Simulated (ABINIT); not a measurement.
## Quasiparticle gap of KMgH3 (Pm-3m) in ABINIT

How does a plane-wave GW calculation on KMgH3 (Pm-3m) run from the first input to the gap?

Main program and level: ABINIT 10.8.3; LDA and many-body steps on it, plane waves.

Report form: the programs' logs are mostly left out.

## Step 1: The starting structure

The structure is cubic, space group Pm-3m (No. 221). Conventional cell: a = 4.025 Å, b = 4.025 Å, c = 4.025 Å, α = 90.00°, β = 90.00°, γ = 90.00°. Nearest to K lie 12 H at 2.85 Å. Mg has 6 H at 2.01 Å nearest. Nearest to H lie 2 Mg at 2.01 Å and 8 H at 2.85 Å and 4 K at 2.85 Å. Farther neighbours are not listed.

The cell and positions come from the Crystallography Open Database and are kept as given unless a step says otherwise.

## Step 2: Ground state

This step: ABINIT 10.8.3; DFT, LDA, plane waves, norm-conserving pseudopotentials.

The ground-state density comes first.

Input file run.abi:

```
acell 3*1.0 Angstrom
rprim 
  4.025000000000 0.000000000000 0.000000000000
  0.000000000000 4.025000000000 0.000000000000
  0.000000000000 0.000000000000 4.025000000000
ntypat 3
znucl 19 12 1
natom 5
typat 1 2 3 3 3
xred 
  0.000000000000 0.000000000000 0.000000000000
  0.500000000000 0.500000000000 0.500000000000
  0.000000000000 0.500000000000 0.500000000000
  0.500000000000 0.000000000000 0.500000000000
  0.500000000000 0.500000000000 0.000000000000
pp_dirpath "pseudos"
pseudos "K.upf, Mg.upf, H.upf"
ecut 38
ngkpt 6 6 6
nshiftk 1
shiftk 0 0 0
kptopt 1
chksymbreak 0
nband 17
occopt 1
tolvrs 1e-10
nstep 60
prtwf 0
optforces 0
optstress 0
indata_prefix "in"
outdata_prefix "out"
tmpdata_prefix "tmp"
```

On the command line:

```console
$ OMP_NUM_THREADS=1 mpirun -n 4 abinit run.abi > log
```

Run time: 18 s. Hardware: 4 MPI ranks of Arm Neoverse V1, shared host; peak memory 0.33 GiB.

Numbers from this step:

```
total energy               : -2475.6780 eV
gap                        : 2.048 eV
k of the valence top       : 0.5, 0, 0
k of the conduction bottom : 0.5, 0.5, 0.5
least direct gap           : 4.216 eV
```

The gap is indirect, with the least direct gap 2.17 eV higher.

## Step 3: Bands along the symmetry lines

Levels along a band path, at the cheap level, show where the edges lie and whether the meshes to come will hold them.

Input file run.abi:

```
acell 3*1.0 Angstrom
rprim 
  4.025000000000 0.000000000000 0.000000000000
  0.000000000000 4.025000000000 0.000000000000
  0.000000000000 0.000000000000 4.025000000000
ntypat 3
znucl 19 12 1
natom 5
typat 1 2 3 3 3
xred 
  0.000000000000 0.000000000000 0.000000000000
  0.500000000000 0.500000000000 0.500000000000
  0.000000000000 0.500000000000 0.500000000000
  0.500000000000 0.000000000000 0.500000000000
  0.500000000000 0.500000000000 0.000000000000
pp_dirpath "pseudos"
pseudos "K.upf, Mg.upf, H.upf"
ecut 38
iscf -2
irdden 1
kptopt 0
nkpt 50
kpt 
  0.00000000 0.00000000 0.00000000
  0.00000000 0.06250000 0.00000000
  0.00000000 0.12500000 0.00000000
  0.00000000 0.18750000 0.00000000
  0.00000000 0.25000000 0.00000000
  0.00000000 0.31250000 0.00000000
  0.00000000 0.37500000 0.00000000
  0.00000000 0.43750000 0.00000000
  0.00000000 0.50000000 0.00000000
  0.06250000 0.50000000 0.00000000
  0.12500000 0.50000000 0.00000000
  0.18750000 0.50000000 0.00000000
  0.25000000 0.50000000 0.00000000
  0.31250000 0.50000000 0.00000000
  0.37500000 0.50000000 0.00000000
  0.43750000 0.50000000 0.00000000
  0.50000000 0.50000000 0.00000000
  0.43750000 0.43750000 0.00000000
  0.37500000 0.37500000 0.00000000
  0.31250000 0.31250000 0.00000000
  0.25000000 0.25000000 0.00000000
  0.18750000 0.18750000 0.00000000
  0.12500000 0.12500000 0.00000000
  0.06250000 0.06250000 0.00000000
  0.00000000 0.00000000 0.00000000
  0.06250000 0.06250000 0.06250000
  0.12500000 0.12500000 0.12500000
  0.18750000 0.18750000 0.18750000
  0.25000000 0.25000000 0.25000000
  0.31250000 0.31250000 0.31250000
  0.37500000 0.37500000 0.37500000
  0.43750000 0.43750000 0.43750000
  0.50000000 0.50000000 0.50000000
  0.43750000 0.50000000 0.43750000
  0.37500000 0.50000000 0.37500000
  0.31250000 0.50000000 0.31250000
  0.25000000 0.50000000 0.25000000
  0.18750000 0.50000000 0.18750000
  0.12500000 0.50000000 0.12500000
  0.06250000 0.50000000 0.06250000
  0.00000000 0.50000000 0.00000000
  0.50000000 0.50000000 0.50000000
  0.50000000 0.50000000 0.43750000
  0.50000000 0.50000000 0.37500000
  0.50000000 0.50000000 0.31250000
  0.50000000 0.50000000 0.25000000
  0.50000000 0.50000000 0.18750000
  0.50000000 0.50000000 0.12500000
  0.50000000 0.50000000 0.06250000
  0.50000000 0.50000000 0.00000000
istwfk *1
nband 18
nbdbuf 2
tolwfr 1e-08
nstep 40
prtwf 0
prtvol 0
indata_prefix "in"
outdata_prefix "out"
tmpdata_prefix "tmp"
```

Wall time 31 s (4 MPI ranks); peak memory 0.33 GiB.

Numbers from this step:

```
gap                        : 2.048 eV
k of the valence top       : 0, 0.5, 0
k of the conduction bottom : 0.5, 0.5, 0.5
least direct gap           : 4.216 eV
```

The gap is 2.048 eV, as in the run before at this level.

The electronic bands at the labelled points (eV, zero at the top of the highest filled band):

```tsv
point	band 8	band 9	band 10	band 11	band 12	band 13	band 14	band 15
Γ	-12.43	-5.63	-0.49	-0.49	5.49	5.49	5.49	7.83
halfway	-12.42	-5.05	-1.43	-0.27	5.28	5.28	5.95	6.54
X	-12.41	-3.94	-2.88	0.00	5.05	5.05	5.54	7.31
halfway	-12.40	-3.62	-2.48	-0.92	4.49	5.54	5.57	7.13
M	-12.39	-3.03	-2.00	-2.00	3.27	6.02	6.59	6.59
halfway	-12.41	-4.55	-1.39	-0.97	4.70	5.46	5.61	7.44
Γ	-12.43	-5.63	-0.49	-0.49	5.49	5.49	5.49	7.83
halfway	-12.51	-4.11	-1.36	-1.36	3.43	5.97	5.97	7.16
R	-12.58	-2.17	-2.17	-2.17	2.05	5.36	5.36	5.36
halfway	-12.49	-3.30	-2.28	-1.34	3.93	4.82	5.31	6.78
X	-12.41	-3.94	-2.88	0.00	5.05	5.05	5.54	7.31
jump to R	-12.58	-2.17	-2.17	-2.17	2.05	5.36	5.36	5.36
halfway	-12.48	-2.66	-2.08	-2.08	3.50	4.12	5.82	5.82
M	-12.39	-3.03	-2.00	-2.00	3.27	6.02	6.59	6.59
```

## Step 4: Empty states on the mesh, 2×2×2 mesh, 58 bands

The sums over transitions need many empty states on a uniform mesh; this step solves for them.

Input file run.abi:

```
acell 3*1.0 Angstrom
rprim 
  4.025000000000 0.000000000000 0.000000000000
  0.000000000000 4.025000000000 0.000000000000
  0.000000000000 0.000000000000 4.025000000000
ntypat 3
znucl 19 12 1
natom 5
typat 1 2 3 3 3
xred 
  0.000000000000 0.000000000000 0.000000000000
  0.500000000000 0.500000000000 0.500000000000
  0.000000000000 0.500000000000 0.500000000000
  0.500000000000 0.000000000000 0.500000000000
  0.500000000000 0.500000000000 0.000000000000
pp_dirpath "pseudos"
pseudos "K.upf, Mg.upf, H.upf"
ecut 38
ngkpt 2 2 2
nshiftk 1
shiftk 0 0 0
kptopt 1
chksymbreak 0
iscf -2
irdden 1
istwfk *1
nband 58
nbdbuf 4
tolwfr 1e-09
nstep 60
prtvol 0
indata_prefix "in"
outdata_prefix "out"
tmpdata_prefix "tmp"
```

Elapsed: 9 s, on 4 MPI ranks; peak memory 0.28 GiB; 36 s of CPU time.

Numbers from this step:

```yaml
gap: 2.048 eV
k_of_the_valence_top: 0.5, 0, 0
k_of_the_conduction_bottom: 0.5, 0.5, 0.5
least_direct_gap: 4.216 eV
k_points_computed: 4
lowest_point_of_the_top_converged_band_above_the_valence_top: 36.30 eV
```

On this mesh the gap is 2.048 eV.

## Step 5: Screening, 2×2×2 mesh, 54 bands, screening to 106.1 eV

The RPA dielectric matrix is built and inverted for each q.

This step: RPA screening on LDA, plane waves, norm-conserving pseudopotentials.

Changes to run.abi since step 4:

```diff
@@ -23,10 +23,11 @@
 chksymbreak 0
-iscf -2
-irdden 1
 istwfk *1
-nband 58
-nbdbuf 4
-tolwfr 1e-09
-nstep 60
-prtvol 0
+occopt 1
+irdwfk 1
+optdriver 3
+nband 54
+ecuteps 3.9
+inclvkb 2
+awtr 1
+symchi 1
 indata_prefix "in"
```

It took 4.5 s on 4 MPI ranks; peak memory 0.48 GiB.

This step gave:

```yaml
eps_infinity_with_local_fields_on_this_mesh_along_the_program_s_q_direction: 4.378
the_same_without_local_fields: 4.915
plasma_frequency: 21.57 eV
plane_waves_in_the_screening_matrix: 171
```

Local fields lower ε∞ by 11 %. On a Γ-centred mesh this coarse the value itself is usually too large, while a short band sum pulls it down.

## Step 6: Self-energy, 2×2×2 mesh, 54 bands, screening to 106.1 eV

The self-energy is evaluated for the states that the input lists, and the levels follow from it, in one-shot runs by the linearised quasiparticle equation.

This step: G0W0 on LDA, plane waves, norm-conserving pseudopotentials.

Changes to run.abi since step 5:

```diff
@@ -26,8 +26,19 @@
 irdwfk 1
-optdriver 3
+optdriver 4
 nband 54
+gwcalctyp 0
+ecutsigx 38
+symsigma 1
+nkptgw 3
+kptgw 
+  0.5000000000 0.0000000000 0.0000000000
+  0.5000000000 0.5000000000 0.5000000000
+  0.0000000000 0.0000000000 0.0000000000
+bdgw 
+  10 13
+  9 15
+  10 14
 ecuteps 3.9
-inclvkb 2
-awtr 1
-symchi 1
+irdscr 1
+ppmodel 1
 indata_prefix "in"
```

Run time: 5 s. Hardware: 4 MPI ranks; peak memory 0.64 GiB.

Numbers from this step:

```
G0W0 gap on the points computed              : 4.171 eV
starting gap on the mesh                     : 2.048 eV
k of the valence top                         : 0.5, 0, 0
k of the conduction bottom                   : 0.5, 0.5, 0.5
Z at the valence top                         : 0.786
Z at the conduction bottom                   : 0.818
least direct G0W0 gap on the computed points : 6.399 eV
```

The gap on the mesh goes from 2.05 eV to 4.17 eV, a correction of +2.12 eV.

Limits: finite bands, cutoff and mesh; coarse k mesh. v1 is the top filled band, c1 the lowest empty one. Levels before and after the correction, in eV, zero at the valence-band top of each column:

```tsv
	conduction bottom	valence top
Kohn-Sham	2.05	0.00
G0W0	4.17	0.00
```

```tsv
	level	energy (eV)
Kohn-Sham	(0.5 0 0) v2	-2.882
Kohn-Sham	(0.5 0 0) v1	0.000
Kohn-Sham	(0.5 0 0) c1-c2	5.055
Kohn-Sham	(0.5 0.5 0.5) v3-v1	-2.167
Kohn-Sham	(0.5 0.5 0.5) c1	2.048
Kohn-Sham	(0.5 0.5 0.5) c2-c4	5.362
G0W0	(0.5 0 0) v2	-2.910
G0W0	(0.5 0 0) v1	0.000
G0W0	(0.5 0 0) c1-c2	7.490
G0W0	(0.5 0.5 0.5) v3-v1	-2.228
G0W0	(0.5 0.5 0.5) c1	4.171
G0W0	(0.5 0.5 0.5) c2-c4	7.328
```

## Step 7: Where the time went

Times are wall times on 4 MPI ranks of Arm Neoverse V1, shared host, good to a factor of about two.

```tsv
step	time	share	memory (GiB)
ground state	18 s	26 %	0.33
bands along the symmetry lines	31 s	46 %	0.33
empty states on the mesh	9 s	13 %	0.28
screening	4.5 s	7 %	0.48
self-energy	5 s	7 %	0.64
```

## Step 8: Summary of results

| Quantity | Value |
| --- | --- |
| LDA gap | 2.05 eV, indirect |
| G0W0 gap on the mesh | 4.17 eV |
| GW settings | 2×2×2 mesh, 54 bands, screening to 106.1 eV, Godby-Needs plasmon pole |
| known limits | not at the basis limit; coarse k mesh |

G0W0 moves the gap on the mesh from 2.05 eV to 4.17 eV (+2.12 eV), with Z of 0.79 and 0.82 at the edges. Local fields lower the RPA ε∞ on this mesh from 4.92 to 4.38; a Γ-centred mesh this coarse tends to raise both, most where the direct gap is narrow, while a short band sum lowers them. Only 3 of the mesh's irreducible points were corrected, so a valley elsewhere could overtake. The dearest step here is «bands along the symmetry lines». Bands and cutoff are finite, so the gap is not at the basis limit. The miss can reach some tenths of an eV and take either sign; the mesh is an error of its own. In the G0W0 run levels were corrected at 3 k points alone, so a gap called «on the mesh» is the least over those, and an edge elsewhere would be missed. The 2×2×2 mesh is coarse for this cell, which bears on the long-range parts of exchange and screening. This is the ideal cubic cell; many perovskites, halides above all, are cubic only on average, and local tilts or off-centring can widen the gap.

[Paths, hosts, dates, memory and timing lines, banners, echoed tables and standing remarks are left out of the program output.]

[Logs are printed without paths, hosts, clocks, repeated set-up lines and the standing remarks that a program may print on its own settings, such as how far it seeks lower states.]

[Runs of the session that timed out or met a known fault of the program may be left out.]

[Hosts, paths, dates, database ids (printed as entryN), source tags and the programs' standing remarks are cut or masked in the printed files.]

[G0W0 gaps are taken among the corrected bands and points alone; a level outside them can change the order at an edge.]

[Where Ansatz stands beside ABINIT at settings called matched, ABINIT's density can come from a denser mesh and the files from another edition; pairs whose starting gaps differed by over 0.03 eV were left out, so agreement reads better than it is.]
